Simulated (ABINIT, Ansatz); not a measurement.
# A GW chain in ABINIT: Ba2H6Os (Fm-3m), part 2 of 2

Aim: the G0W0 gap of Ba2H6Os (Fm-3m) on LDA, step by step.

ABINIT 10.8.3; LDA and many-body steps on it, plane waves. Known limits of the many-body steps: not at the basis limit; no spin polarisation; d states lean on the start; no spin-orbit coupling; coarse k mesh.

So far. Step 2 (Ground state): The gap is indirect, with the least direct gap 0.28 eV higher. Step 3 (Empty states on the mesh, 2×2×2 mesh, 93 bands): On this mesh the gap is 1.777 eV.

## Step 4: Screening, 2×2×2 mesh, 85 bands, screening to 98 eV

The RPA dielectric matrix is built and inverted for each q.

This step: RPA screening on LDA, plane waves, norm-conserving pseudopotentials.

run.abi reads:

```
acell 3*1.0 Angstrom
rprim 
  -0.000000000000 4.046207840000 4.046207840000
  4.046207840000 -0.000000000000 4.046207840000
  4.046207840000 4.046207840000 -0.000000000000
ntypat 3
znucl 56 1 76
natom 9
typat 1 1 2 2 2 2 2 2 3
xred 
  0.750000000000 0.750000000000 0.750000000000
  0.250000000000 0.250000000000 0.250000000000
  0.785917090000 0.785917090000 0.214082910000
  0.214082910000 0.785917090000 0.214082910000
  0.785917090000 0.214082910000 0.214082910000
  0.214082910000 0.214082910000 0.785917090000
  0.785917090000 0.214082910000 0.785917090000
  0.214082910000 0.785917090000 0.785917090000
  0.000000000000 0.000000000000 0.000000000000
pp_dirpath "pseudos"
pseudos "Ba.upf, H.upf, Os.upf"
ecut 33
ngkpt 2 2 2
nshiftk 1
shiftk 0 0 0
kptopt 1
chksymbreak 0
istwfk *1
occopt 1
irdwfk 1
optdriver 3
nband 85
ecuteps 3.6
inclvkb 2
awtr 1
symchi 1
indata_prefix "in"
outdata_prefix "out"
tmpdata_prefix "tmp"
```

Started as:

```sh
$ OMP_NUM_THREADS=1 mpirun -n 4 abinit run.abi > log
```

Numbers of over 12 decimals in the logs are rounded to 6 here.

What it wrote:

```text
.Version 10.8.3 of ABINIT. v10.8.2 released Aug 2026.

 Symmetries : space group Fm -3 m (#225); Bravais cF (face-center cubic)
[... echo of the input left out ...]
== DATASET  1 ==================================================================
-   mpi_nproc: 4, omp_nthreads: 1 (-1 if OMP is not activated)

--- !DatasetInfo
iteration_state: {dtset: 1, }
dimensions: {natom: 9, nkpt: 3, mband: 85, nsppol: 1, nspinor: 1, nspden: 1, mpw: 8144, }
cutoff_energies: {ecut:  33.0, pawecutdg:  -1.0, }
electrons: {nelect:   4.20000000E+01, charge:   0.00000000E+00, occopt:   1.00000000E+00, tsmear:   1.00000000E-02, }

 SCREENING: Calculation of the susceptibility and dielectric matrices

 Based on a program developped by R.W. Godby, V. Olevano, G. Onida, and L. Reining.
 Incorporated in ABINIT by V. Olevano, G.-M. Rignanese, and M. Torrent.
.Using double precision arithmetic ; gwpc =  8

[... cell and pseudopotentials left out ...]
--------------------------------------------------------------------------------

 ==== K-mesh for the wavefunctions ====
 Number of points in the irreducible wedge :     3
[... list of points left out ...]
 Together with 48 symmetry operations and time-reversal symmetry
 yields     8 points in the full Brillouin Zone.

 ==== Q-mesh for the screening function ====
 Number of points in the irreducible wedge :     3
[... list of points left out ...]
 Together with 48 symmetry operations and time-reversal symmetry
 yields     8 points in the full Brillouin Zone.

 setmesh: FFT mesh size selected  =    40x   40x   40
          total number of points  =        64000

 vcoul_init : cutoff-mode = AUXILIARY_FUNCTION
 q-points for optical limit:   1
     1)      0.000010    0.000020    0.000030

- screening: taking advantage of time-reversal symmetry
- Maximum band index for partially occupied states nbvw = 21
- Remaining bands to be divided among processors   nbcw = 64
- Number of bands treated by each node ~16

 Number of electrons calculated from density =   42.0000; Expected =   42.0000
 average of density, n =  0.046976
 r_s =    1.7193
 omega_plasma =   20.9071 [eV]

 calculating chi0 at frequencies [eV] :
  1    0.000000E+00    0.000000E+00
  2    0.000000E+00    2.090714E+01

--------------------------------------------------------------------------------
  q-point number  1        q = ( 0.000000, 0.000000, 0.000000) [r.l.u.]
--------------------------------------------------------------------------------
[... chi0 elements left out ...]
 For q-point:  0.000010 0.000020 0.000030
  dielectric constant =   4.5213
  dielectric constant without local fields =   5.5812

  Average fulfillment of the sum rule on Im[epsilon] for q-point    1 :     59.60  [%]
[... wings left out ...]
  q-point number  2        q = ( 0.500000, 0.000000, 0.000000) [r.l.u.]
--------------------------------------------------------------------------------
[... chi0 elements left out ...]
  Average fulfillment of the sum rule on Im[epsilon] for q-point    2 :     69.49  [%]

 [... 1 further q-points ...]
```

The job ended after 14 s (4 MPI ranks of Arm Neoverse V1, shared host; peak memory 1.4 GiB).

This step gave:

* ε∞ with local fields, on this mesh, along the program's q direction: 4.521
* the same without local fields: 5.581
* plasma frequency: 20.91 eV
* plane waves in the screening matrix: 283

Local fields lower ε∞ by 19 %. On a Γ-centred mesh this coarse the value itself is usually too large, while a short band sum pulls it down.

## Step 5: Self-energy, 2×2×2 mesh, 85 bands, screening to 98 eV

The self-energy is evaluated for the states that the input lists, and the levels follow from it, in one-shot runs by the linearised quasiparticle equation.

This step: G0W0 on LDA, plane waves, norm-conserving pseudopotentials.

run.abi, as its differences from that of step 4:

```diff
@@ -30,8 +30,17 @@
 irdwfk 1
-optdriver 3
+optdriver 4
 nband 85
+gwcalctyp 0
+ecutsigx 33
+symsigma 1
+nkptgw 2
+kptgw 
+  0.0000000000 0.0000000000 0.0000000000
+  0.5000000000 0.5000000000 0.0000000000
+bdgw 
+  19 23
+  20 23
 ecuteps 3.6
-inclvkb 2
-awtr 1
-symchi 1
+irdscr 1
+ppmodel 1
 indata_prefix "in"
```

What it wrote:

```text
.Version 10.8.3 of ABINIT. v10.8.2 released Aug 2026.

 Symmetries : space group Fm -3 m (#225); Bravais cF (face-center cubic)
[... echo of the input left out ...]
== DATASET  1 ==================================================================
-   mpi_nproc: 4, omp_nthreads: 1 (-1 if OMP is not activated)

--- !DatasetInfo
iteration_state: {dtset: 1, }
dimensions: {natom: 9, nkpt: 3, mband: 85, nsppol: 1, nspinor: 1, nspden: 1, mpw: 8144, }
cutoff_energies: {ecut:  33.0, pawecutdg:  -1.0, }
electrons: {nelect:   4.20000000E+01, charge:   0.00000000E+00, occopt:   1.00000000E+00, tsmear:   1.00000000E-02, }

 SIGMA: Calculation of the GW corrections

 Based on a program developped by R.W. Godby, V. Olevano, G. Onida, and L. Reining.
 Incorporated in ABINIT by V. Olevano, G.-M. Rignanese, and M. Torrent.
.Using double precision arithmetic ; gwpc =  8

[... cell and pseudopotentials left out ...]
--------------------------------------------------------------------------------

 ==== K-mesh for the wavefunctions ====
 Number of points in the irreducible wedge :     3
[... list of points left out ...]
 Together with 48 symmetry operations and time-reversal symmetry
 yields     8 points in the full Brillouin Zone.

 ==== Q-mesh for screening function ====
 Number of points in the irreducible wedge :     3
[... list of points left out ...]
 Together with 48 symmetry operations and time-reversal symmetry
 yields     8 points in the full Brillouin Zone.

 vcoul_init : cutoff-mode = AUXILIARY_FUNCTION
 q-points for optical limit:   1
     1)      0.000010    0.000020    0.000030
 setmesh: FFT mesh size selected  =    60x   60x   60
          total number of points  =       216000

 Number of electrons calculated from density =   42.0000; Expected =   42.0000
 average of density, n =  0.046976
 r_s =    1.7193
 omega_plasma =   20.9071 [eV]

 === KS Band Gaps ===
  >>>> For spin  1
   Minimum direct gap =   2.0584 [eV], located at k-point      :   0.5000  0.5000  0.0000
   Fundamental gap    =   1.7774 [eV], Top of valence bands at :   0.0000  0.0000  0.0000
                                       Bottom of conduction at :   0.5000  0.5000  0.0000
 SIGMA fundamental parameters:
 PLASMON POLE MODEL  1
 number of plane-waves for SigmaX                 7991
 number of plane-waves for SigmaC and W            283
 number of plane-waves for wavefunctions          7991
 number of bands                                    85
 number of independent spin polarizations            1
 number of spinorial components                      1
 number of k-points in IBZ                           3
 number of q-points in IBZ                           3
 number of symmetry operations                      48
 number of k-points in BZ                            8
 number of q-points in BZ                            8
 number of frequencies for dSigma/dE                 9
 frequency step for dSigma/dE [eV]                0.25
 number of omega for Sigma on real axis              0
 max omega for Sigma on real axis  [eV]           0.00
 zcut for avoiding poles [eV]                     0.10

 EPSILON^-1 parameters (SCR file):
 dimension of the eps^-1 matrix on file            283
 dimension of the eps^-1 matrix used               283
 number of plane-waves for wavefunctions          7991
 number of bands                                    85
 number of q-points in IBZ                           3
 number of frequencies                               2
 number of real frequencies                          1
 number of imag frequencies                          1

 matrix elements of self-energy operator (all in [eV])

 Perturbative Calculation

--- !SelfEnergy_ee
iteration_state: {dtset: 1, }
kpoint     : [   0.000,    0.000,    0.000, ]
spin       : 1
KS_gap     :    2.784
QP_gap     :    3.828
Delta_QP_KS:    1.044
data: !SigmaeeData |
     Band     E0 <VxcDFT>   SigX SigC(E0)      Z dSigC/dE  Sig(E)    E-E0       E
       19   4.636 -17.156 -19.723   3.366   0.786  -0.273 -16.529   0.627   5.263
       20   4.636 -17.156 -19.723   3.366   0.786  -0.273 -16.529   0.627   5.263
       21   4.636 -17.156 -19.723   3.366   0.786  -0.273 -16.529   0.627   5.263
       22   7.420 -12.009  -6.722  -3.266   0.827  -0.210 -10.338   1.671   9.091
       23   7.420 -12.009  -6.722  -3.266   0.827  -0.210 -10.338   1.671   9.091

--- !SelfEnergy_ee
iteration_state: {dtset: 1, }
kpoint     : [   0.500,    0.500,    0.000, ]
spin       : 1
KS_gap     :    2.058
QP_gap     :    2.914
Delta_QP_KS:    0.856
data: !SigmaeeData |
     Band     E0 <VxcDFT>   SigX SigC(E0)      Z dSigC/dE  Sig(E)    E-E0       E
       20   4.355 -16.488 -19.032   3.273   0.785  -0.273 -15.915   0.572   4.927
       21   4.355 -16.488 -19.032   3.273   0.785  -0.273 -15.915   0.572   4.927
       22   6.413 -11.458  -6.928  -2.812   0.831  -0.204 -10.030   1.428   7.841
       23   6.828  -9.386  -4.544  -3.254   0.838  -0.193  -8.054   1.331   8.160

== END DATASET(S) ==============================================================
================================================================================

 -outvars: echo values of variables after computation  --------
           etotal      0.0000000000E+00
            nband          85
             nkpt           3
          spgroup         225
 [... the other variables as echoed above ...]

 Calculation completed.
```

It took 7.3 s on 4 MPI ranks; peak memory 0.96 GiB.

Numbers from this step:

| Quantity | Value |
| --- | --- |
| G0W0 gap on the points computed | 2.578 eV |
| starting gap on the mesh | 1.777 eV |
| k of the valence top | 0, 0, 0 |
| k of the conduction bottom | 0.5, 0.5, 0 |
| Z at the valence top | 0.786 |
| Z at the conduction bottom | 0.831 |
| least direct G0W0 gap on the computed points | 2.914 eV |

The gap on the mesh goes from 1.78 eV to 2.58 eV, a correction of +0.80 eV.

Limits: finite bands, cutoff and mesh; no spin polarisation; d states lean on the start; no spin-orbit coupling; coarse k mesh. v1 is the top filled band, c1 the lowest empty one. The levels before and after the correction (eV, zero at the valence-band top of each column):

```
           conduction bottom  valence top
Kohn-Sham               1.78         0.00
     G0W0               2.58         0.00
```

```
                       level  energy (eV)
Kohn-Sham            Γ v3-v1        0.000
Kohn-Sham            Γ c1-c2        2.784
Kohn-Sham  (0.5 0.5 0) v2-v1       -0.281
Kohn-Sham     (0.5 0.5 0) c1        1.777
Kohn-Sham     (0.5 0.5 0) c2        2.192
     G0W0            Γ v3-v1        0.000
     G0W0            Γ c1-c2        3.828
     G0W0  (0.5 0.5 0) v2-v1       -0.336
     G0W0     (0.5 0.5 0) c1        2.578
     G0W0     (0.5 0.5 0) c2        2.897
```

## Step 6: Where the time went

Times are wall times on 4 MPI ranks of Arm Neoverse V1, shared host, good to a factor of about two.

```
                    step   time  share  memory (GiB)
            ground state   31 s   36 %          0.47
empty states on the mesh   34 s   39 %          0.37
               screening   14 s   16 %           1.4
             self-energy  7.3 s    8 %          0.96
```

## Step 7: Outcome

```json
{
 "LDA gap": "1.78 eV, indirect",
 "G0W0 gap on the mesh": "2.58 eV",
 "GW settings": "2×2×2 mesh, 85 bands, screening to 98 eV, Godby-Needs plasmon pole",
 "known limits": "not at the basis limit; no spin polarisation; d states lean on the start; no spin-orbit coupling; coarse k mesh"
}
```

G0W0 moves the gap on the mesh from 1.78 eV to 2.58 eV (+0.80 eV), with Z of 0.79 and 0.83 at the edges. Local fields lower the RPA ε∞ on this mesh from 5.58 to 4.52; a Γ-centred mesh this coarse tends to raise both, most where the direct gap is narrow, while a short band sum lowers them. Only 2 of the mesh's irreducible points were corrected, so a valley elsewhere could overtake. Bands and cutoff are finite, so the gap is not at the basis limit. The miss can reach some tenths of an eV and take either sign; the mesh is an error of its own. In the G0W0 run levels were corrected at 2 k points alone, so a gap called «on the mesh» is the least over those, and an edge elsewhere would be missed. The 2×2×2 mesh is coarse for this cell, which bears on the long-range parts of exchange and screening. The runs have no spin polarisation. For a closed low-spin shell that is the natural state; where a d or f shell is open it is a constraint, and the gap is then not the crystal's own. With d states at the gap, one-shot GW leans hard on its start. The many-body steps are scalar-relativistic: spin-orbit coupling is not in them.

[Paths, hosts, dates, memory and timing lines, banners, echoed tables and standing remarks are left out of the program output.]

[Logs are printed without paths, hosts, clocks, repeated set-up lines and the standing remarks that a program may print on its own settings, such as how far it seeks lower states.]

[Runs of the session that timed out or met a known fault of the program may be left out.]

[Hosts, paths, dates, database ids (printed as entryN), source tags and the programs' standing remarks are cut or masked in the printed files.]

[G0W0 gaps are taken among the corrected bands and points alone; a level outside them can change the order at an edge.]

[Where Ansatz stands beside ABINIT at settings called matched, ABINIT's density can come from a denser mesh and the files from another edition; pairs whose starting gaps differed by over 0.03 eV were left out, so agreement reads better than it is.]
